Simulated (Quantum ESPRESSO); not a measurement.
# TiC (Fm-3m): zone-centre phonons, part 2 of 2

Aim: the zone-centre modes of TiC (Fm-3m).

Quantum ESPRESSO 7.5; DFT PBEsol, scalar-relativistic, plane waves, PseudoDojo norm-conserving pseudopotentials.

So far. Step 5 (Zone-centre response): The acoustic modes at Γ come out as far as 12.5 cm⁻¹ from zero, where they should vanish, a sizeable error of basis and grid or of the response kernel of this functional. The relaxed cell has a = 4.295 Å (conventional setting).

The database entry behind the starting cell differs from later determinations by our own check (0.1 to 0.3 % short, probably kX units), so it need not match the best structure at ambient conditions.

## (6) Zone-centre analysis

A rigid shift of the crystal must cost nothing, but grids and finite bases break this; the acoustic sum rule is imposed before the matrix is diagonalised again.

File dynmat.in:

```
&INPUT
  fildyn = 'g.dyn'
  asr    = 'simple'
  fileig = 'dynmat.eig'
/
```

Run with:

```sh
dynmat.x -in dynmat.in > dynmat.out
```

The log of the run:

```text
[banner, memory and clock lines left out]
Program DYNMAT v.7.5

     Reading Dynamical Matrix from file g.dyn
     ...Force constants read
     ...epsilon and Z* not read (not found on file)
     A direction for q was not specified:TO-LO splitting will be absent

     Polarizability (A^3 units)
     multiply by 1.000000 for Clausius-Mossotti correction
         0.000000    0.000000    0.000000
         0.000000    0.000000    0.000000
         0.000000    0.000000    0.000000

     IR activities are in (D/A)^2/amu units

# mode   [cm-1]    [THz]      IR
    1     -0.00   -0.0000    0.0000
    2      0.00    0.0000    0.0000
    3      0.00    0.0000    0.0000
    4    540.35   16.1993    0.0000
    5    540.35   16.1993    0.0000
    6    540.35   16.1993    0.0000
```

It took 0.47 s on 1 thread of Arm Neoverse V1, shared host.

This step gave:

```
highest optical zone-centre mode (no LO-TO term) : 540.4 cm⁻¹
lowest optical zone-centre mode                  : 540.4 cm⁻¹
```

Unit eigenvectors of the mass-weighted matrix after the sum rule; no LO-TO term. The modes at Γ (shares of kinetic energy by element, %):

```tsv
mode	frequency (cm⁻¹)	symmetry	Ti %	C %
1	0.0	acoustic	80	20
2	0.0	acoustic	80	20
3	0.0	acoustic	80	20
4	540.4	T1u	20	80
5	540.4	T1u	20	80
6	540.4	T1u	20	80
```

Displacements in mode 5 (540.4 cm⁻¹), the largest set to 1:
```
Ti1  0.00  0.00 -0.25
C2   0.00  0.00  1.00
```

The rule moves no optical mode by more than 0.2 cm⁻¹.

## (7) A frozen mode

The atoms are moved along one mode, by 0.015 Å at most in any Cartesian component, and the restoring forces give its frequency without the response code: a check of the response kernel of this functional.

File frozen.in:

```
&CONTROL
  calculation = 'scf'
  prefix      = 'x'
  outdir      = './tmp'
  pseudo_dir  = './pseudo'
  tprnfor     = .true.
/
&SYSTEM
  ibrav       = 2
  celldm(1)   = 8.11557463
  nat         = 2
  ntyp        = 2
  ecutwfc     = 92.0
  occupations = 'smearing'
  smearing    = 'mv'
  degauss     = 0.02
/
&ELECTRONS
  conv_thr         = 1.0d-11
  mixing_beta      = 0.7
  electron_maxstep = 100
/
ATOMIC_SPECIES
 Ti     47.8670  Ti.upf
 C      12.0110  C.upf
ATOMIC_POSITIONS crystal
 Ti     0.001437947  -0.001437947  -0.000314921
 C      0.494269025   0.505730975   0.501254579
K_POINTS automatic
 16 16 16 0 0 0
```

Run with:

```sh
OMP_NUM_THREADS=1 mpirun -n 8 pw.x -nk 8 -in frozen.in > frozen.out
```

The log of the run:

```text
[banner, memory and clock lines left out]
Program PWSCF v.7.5

     G-vector sticks info

     bravais-lattice index     =            2
     lattice parameter (alat)  =       8.1156  a.u.
     unit-cell volume          =     133.6281 (a.u.)^3
     number of atoms/cell      =            2
     number of atomic types    =            2
     number of electrons       =        16.00
     number of Kohn-Sham states=           12
     kinetic-energy cutoff     =      92.0000  Ry
     charge density cutoff     =     368.0000  Ry
     scf convergence threshold =      1.0E-11
     mixing beta               =       0.7000
     number of iterations used =            8  plain     mixing
     Exchange-correlation= PBESOL
                           (   1   4  10   8   0   0   0)

     celldm(1)=   8.115575  celldm(2)=   0.000000  celldm(3)=   0.000000
     celldm(4)=   0.000000  celldm(5)=   0.000000  celldm(6)=   0.000000

     crystal axes: (cart. coord. in units of alat)
               a(1) = (  -0.500000   0.000000   0.500000 )
               a(2) = (   0.000000   0.500000   0.500000 )
               a(3) = (  -0.500000   0.500000   0.000000 )

     reciprocal axes: (cart. coord. in units 2 pi/alat)
               b(1) = ( -1.000000 -1.000000  1.000000 )
               b(2) = (  1.000000  1.000000  1.000000 )
               b(3) = ( -1.000000  1.000000 -1.000000 )

     PseudoPot. # 1 for Ti read from file:
     ./pseudo/Ti.upf
     Pseudo is Norm-conserving + core correction, Zval = 12.0
     Using radial grid of 1586 points,  6 beta functions with:
                l(1) =   0
                l(2) =   0
                l(3) =   1
                l(4) =   1
                l(5) =   2
                l(6) =   2

     PseudoPot. # 2 for C  read from file:
     ./pseudo/C.upf
     Pseudo is Norm-conserving + core correction, Zval =  4.0
     Using radial grid of 1248 points,  4 beta functions with:
                l(1) =   0
                l(2) =   0
                l(3) =   1
                l(4) =   1

     atomic species   valence    mass     pseudopotential
     Ti               12.00    47.86700     Ti( 1.00)
     C                 4.00    12.01100     C ( 1.00)

      2 Sym. Ops. (no inversion) found

   Cartesian axes

     site n.     atom                  positions (alat units)
         1        Ti     tau(   1) = (  -0.0005615  -0.0008764   0.0000000  )
         2        C      tau(   2) = (  -0.4977618   0.5034928   0.5000000  )

     number of k points=  1098  Marzari-Vanderbilt smearing, width (Ry)=  0.0200

     Number of k-points >= 100: set verbosity='high' to print them.

     Dense  grid:    16049 G-vectors     FFT dimensions: (  36,  36,  36)

     Initial potential from superposition of free atoms

     starting charge      15.9985, renormalised to      16.0000
     Starting wfcs are   14 randomized atomic wfcs

     per-process dynamical memory:    67.4 Mb

     Self-consistent Calculation

     iteration #  1     ecut=    92.00 Ry     beta= 0.70
     Davidson diagonalization with overlap
     ethr =  1.00E-02,  avg # of iterations =  2.0

     total energy              =    -130.32493127 Ry
     estimated scf accuracy    <       0.74252481 Ry

     iteration #  2     ecut=    92.00 Ry     beta= 0.70
     Davidson diagonalization with overlap
     ethr =  4.64E-03,  avg # of iterations =  4.5

     total energy              =    -130.26568563 Ry
     estimated scf accuracy    <       2.94793504 Ry

     iteration #  3     ecut=    92.00 Ry     beta= 0.70
     Davidson diagonalization with overlap
     ethr =  4.64E-03,  avg # of iterations =  3.3

     total energy              =    -130.74168299 Ry
     estimated scf accuracy    <       0.01649225 Ry

     iteration #  4     ecut=    92.00 Ry     beta= 0.70
     Davidson diagonalization with overlap
     ethr =  1.03E-04,  avg # of iterations =  4.4

     total energy              =    -130.74552876 Ry
     estimated scf accuracy    <       0.00812290 Ry

     iteration #  5     ecut=    92.00 Ry     beta= 0.70
     Davidson diagonalization with overlap
     ethr =  5.08E-05,  avg # of iterations =  2.9

     total energy              =    -130.74797581 Ry
     estimated scf accuracy    <       0.00317012 Ry

     iteration #  6     ecut=    92.00 Ry     beta= 0.70
     Davidson diagonalization with overlap
     ethr =  1.98E-05,  avg # of iterations =  1.1

     total energy              =    -130.74786859 Ry
     estimated scf accuracy    <       0.00093408 Ry

     iteration #  7     ecut=    92.00 Ry     beta= 0.70
     Davidson diagonalization with overlap
     ethr =  5.84E-06,  avg # of iterations =  2.4

     total energy              =    -130.74795562 Ry
     estimated scf accuracy    <       0.00006427 Ry

     iteration #  8     ecut=    92.00 Ry     beta= 0.70
     Davidson diagonalization with overlap
     ethr =  4.02E-07,  avg # of iterations =  3.8

     total energy              =    -130.74797267 Ry
     estimated scf accuracy    <       0.00000208 Ry

     iteration #  9     ecut=    92.00 Ry     beta= 0.70
     Davidson diagonalization with overlap
     ethr =  1.30E-08,  avg # of iterations =  3.1

     total energy              =    -130.74797265 Ry
     estimated scf accuracy    <       0.00000104 Ry

     iteration # 10     ecut=    92.00 Ry     beta= 0.70
     Davidson diagonalization with overlap
     ethr =  6.47E-09,  avg # of iterations =  3.7

     total energy              =    -130.74797253 Ry
     estimated scf accuracy    <       0.00000312 Ry

     iteration # 11     ecut=    92.00 Ry     beta= 0.70
     Davidson diagonalization with overlap
     ethr =  6.47E-09,  avg # of iterations =  2.2

     total energy              =    -130.74797265 Ry
     estimated scf accuracy    <       0.00000036 Ry

     iteration # 12     ecut=    92.00 Ry     beta= 0.70
     Davidson diagonalization with overlap
     ethr =  2.26E-09,  avg # of iterations =  3.8

     total energy              =    -130.74797272 Ry
     estimated scf accuracy    <          5.2E-10 Ry

     iteration # 13     ecut=    92.00 Ry     beta= 0.70
     Davidson diagonalization with overlap
     ethr =  3.23E-12,  avg # of iterations =  5.2

     total energy              =    -130.74797273 Ry
     estimated scf accuracy    <          2.8E-10 Ry

     iteration # 14     ecut=    92.00 Ry     beta= 0.70
     Davidson diagonalization with overlap
     ethr =  1.78E-12,  avg # of iterations =  2.0

     total energy              =    -130.74797273 Ry
     estimated scf accuracy    <          2.4E-11 Ry

     iteration # 15     ecut=    92.00 Ry     beta= 0.70
     Davidson diagonalization with overlap
     ethr =  1.50E-13,  avg # of iterations =  3.3

     End of self-consistent calculation

     Number of k-points >= 100: set verbosity='high' to print the bands.

     the Fermi energy is    15.0653 ev

!    total energy              =    -130.74797273 Ry
     estimated scf accuracy    <          7.2E-12 Ry
     smearing contrib. (-TS)   =       0.00002252 Ry
     internal energy E=F+TS    =    -130.74799525 Ry

     The total energy is F=E-TS. E is the sum of the following terms:
     one-electron contribution =     -28.29451252 Ry
     hartree contribution      =      22.42007626 Ry
     xc contribution           =     -21.59428794 Ry
     ewald contribution        =    -103.27927105 Ry

     convergence has been achieved in  15 iterations

     Forces acting on atoms (cartesian axes, Ry/au):

     atom    1 type  1   force =     0.00480763    0.00750715    0.00000000
     atom    2 type  2   force =    -0.00480763   -0.00750715    0.00000000

     Total force =     0.012607     Total SCF correction =     0.000000

     XML data file, charge density, pseudopotentials, collected wavefunctions
```

It took 85 s on 8 MPI ranks; 11 min of CPU time.

Numbers from this step:

```yaml
frequency_from_the_forces: 539.7 cm⁻¹
frequency_from_linear_response: 540.4 cm⁻¹
```

The forces give 539.7 cm⁻¹ against 540.4 cm⁻¹ from linear response after the sum rule.

## (8) What came out

```
space group after relaxation                                           : Fm-3m
volume per atom                                                        : 9.90 Å³
highest optical zone-centre mode (no LO-TO term)                       : 540.4 cm⁻¹
imaginary optical modes at the zone centre (no q mesh in this session) : none
```

At the PBEsol level the optical modes of TiC (Fm-3m) at the zone centre lie at 540 cm⁻¹. These are harmonic frequencies at zero temperature: anharmonic shifts and linewidths and thermal expansion are left out. In a metal the frequencies hang on the k mesh and the smearing, most of all near Kohn anomalies.

[Host names and launcher messages were left out of these logs when they were recorded.]

[Logs are printed without paths, hosts, clocks, repeated set-up lines and the standing remarks that a program may print on its own settings, such as how far it seeks lower states.]

[Hosts, paths, dates, database ids (printed as entryN), source tags and the programs' standing remarks are cut or masked in the printed files.]
